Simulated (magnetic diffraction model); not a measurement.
# TmSi2Pt below its ordering temperature

Space group Immm (no. 71), a = 4.2290 Å, b = 8.5470 Å, c = 15.7900 Å.

| site | atom | x | y | z |
| --- | --- | --- | --- | --- |
| 8l | Pt | 1/2 | 0.7689 | 0.8618 |
| 4g | Tm | 0 | 0.7301 | 0 |
| 4j | Tm | 1/2 | 0 | 0.7020 |
| 4i | Si | 0 | 0 | 0.5777 |
| 4j | Si | 0 | 1/2 | 0.5722 |
| 8l | Si | 1/2 | 0.6595 | 0.7050 |

This is a made-up structure (elements placed in a structure type, unrelaxed), so the numbers test the method and describe no known phase.

Only Tm is taken to order (form factors of Tm3+); orders and moment sizes are assumed, and not adapted to the symmetry. Radiation: neutrons of λ = 2.36 Å, 2° to 55°; isotropic B of 0.23 Å² (Pt), 0.23 Å² (Tm) and 0.34 Å² (Si). Simulated constant-wavelength pattern: nuclear and magnetic terms add, the magnetic one as |2.695 fm × Σ f S⊥ exp(2πi Q·r) exp(−B s²)|², summed over all Q at one angle with the factor 1/(sin²θ cos θ). For a modulated order the moment at position r is S exp(−2πi k·r) + c.c., with S = m/2 for a sine wave of amplitude m and S = m(u + iv)/2 for moments turning in a plane, u and v being orthogonal unit vectors in it; the phase factor of the sum at Q = H + k is then exp(2πi H·r). Free-ion form factors, Sears's scattering lengths of 1992, no absorption; a label names one of the reflections at its angle. The strongest nuclear line in the range is 100, and lines under 0.2 are left out.

Above the ordering temperature:

| 2θ (°) | index | I |
| --- | --- | --- |
| 17.19 | (0 0 2) | 4.7 |
| 32.06 | (0 2 0) | 15.9 |
| 33.58 | (1 0 1) | 10.8 |
| 34.79 | (0 0 4) | 4.2 |
| 36.28 | (1 1 0) | 4.5 |
| 36.60 | (0 2 2) | 0.4 |
| 40.40 | (1 1 2) | 0.4 |
| 41.95 | (1 0 3) | 11.5 |
| 46.95 | (0 1 5) | 1.3 |
| 48.02 | (0 2 4) | 7.1 |
| 49.78 | (0 3 1) | 2.8 |
| 53.28 | (0 0 6) | 4.3 |
| 53.75 | (1 2 3) | 100.0 |

Below it (cell unchanged):

| 2θ (°) | I |
| --- | --- |
| 15.46 | 6.1 |
| 17.19 | 4.7 |
| 17.31 | 28.2 |
| 18.93 | 4.0 |
| 18.95 | 21.7 |
| 29.04 | 10.4 |
| 32.06 | 15.9 |
| 32.06 | 8.1 |
| 32.11 | 8.6 |
| 32.99 | 0.2 |
| 33.16 | 0.3 |
| 33.58 | 10.8 |
| 34.09 | 0.3 |
| 34.79 | 4.2 |
| 35.77 | 4.3 |
| 36.28 | 4.5 |
| 36.32 | 14.9 |
| 36.60 | 0.4 |
| 37.49 | 3.8 |
| 39.65 | 10.2 |
| 40.40 | 0.4 |
| 40.82 | 1.5 |
| 41.23 | 9.3 |
| 41.95 | 11.5 |
| 43.12 | 1.4 |
| 45.21 | 4.5 |
| 46.67 | 0.5 |
| 46.79 | 0.8 |
| 46.95 | 1.3 |
| 47.49 | 0.8 |
| 48.02 | 7.1 |
| 48.71 | 3.8 |
| 49.42 | 0.5 |
| 49.48 | 3.1 |
| 49.78 | 2.8 |
| 49.84 | 4.0 |
(The table stops after 36 lines; 7 more lie at higher angle.)

**Question.** Find the propagation vector, then choose among these models:
A. moments turning in the plane of [001] and [100], 3.8 μB on Tm; signs + at (0, 0.7301, 0), − at (0, 0.2699, 0), + at (1/2, 0, 0.7020), + at (0, 1/2, 0.7980)
B. a sine wave with moments along [001] (amplitudes given), 3.8 μB on Tm; signs + at (0, 0.7301, 0), − at (0, 0.2699, 0), + at (1/2, 0, 0.7020), + at (0, 1/2, 0.7980)
C. a sine wave with moments along [100] (amplitudes given), 3.8 μB on Tm; signs + at (0, 0.7301, 0), − at (0, 0.2699, 0), + at (1/2, 0, 0.7020), + at (0, 1/2, 0.7980)
D. moments turning in the plane of [010] and [001], 3.8 μB on Tm; signs + at (0, 0.7301, 0), − at (0, 0.2699, 0), + at (1/2, 0, 0.7020), + at (0, 1/2, 0.7980)

The new lines index as (0 0 9/5) at 15.46°, (0 1 4/5) at 17.31°, (0 0 11/5) at 18.93° and (0 1 6/5) at 18.95°, that is as H ± k with k = (0 0 1/5). Satellites come in pairs about each point of the reciprocal lattice. Below the range, at 1.71°, lies the magnetic line (0 0 1/5) with 738.

Magnetic intensity, observed (below minus above) and for each model:

| 2θ (°) | index | observed | A | B | C | D |
| --- | --- | --- | --- | --- | --- | --- |
| 15.46 | (0 0 9/5) | 6.1 | 6.1 | <0.2 | 6.1 | 6.1 |
| 17.31 | (0 1 4/5) | 28.2 | 28.2 | 12.9 | 15.3 | 15.3 |
| 18.95 | (0 1 6/5) | 21.7 | 21.7 | 9.0 | 12.8 | 12.8 |
| 29.04 | (0 1 14/5) | 10.4 | 10.4 | 2.4 | 8.0 | 8.0 |
| 32.06 | (0 1 16/5) | 8.1 | 8.1 | 1.6 | 6.5 | 6.5 |
| 36.32 | (1 1 1/5) | 14.9 | 14.9 | 12.4 | 2.5 | 22.5 |
| 39.65 | (1 1 9/5) | 10.2 | 10.2 | 7.3 | 2.8 | 14.6 |
| 41.23 | (1 1 11/5) | 9.3 | 9.3 | 6.3 | 3.0 | 13.1 |

Model A matches.

The structure used: k = (0 0 1/5), moments turning in the plane of [001] and [100], 3.8 μB on Tm; signs + at (0, 0.7301, 0), − at (0, 0.2699, 0), + at (1/2, 0, 0.7020), + at (0, 1/2, 0.7980).
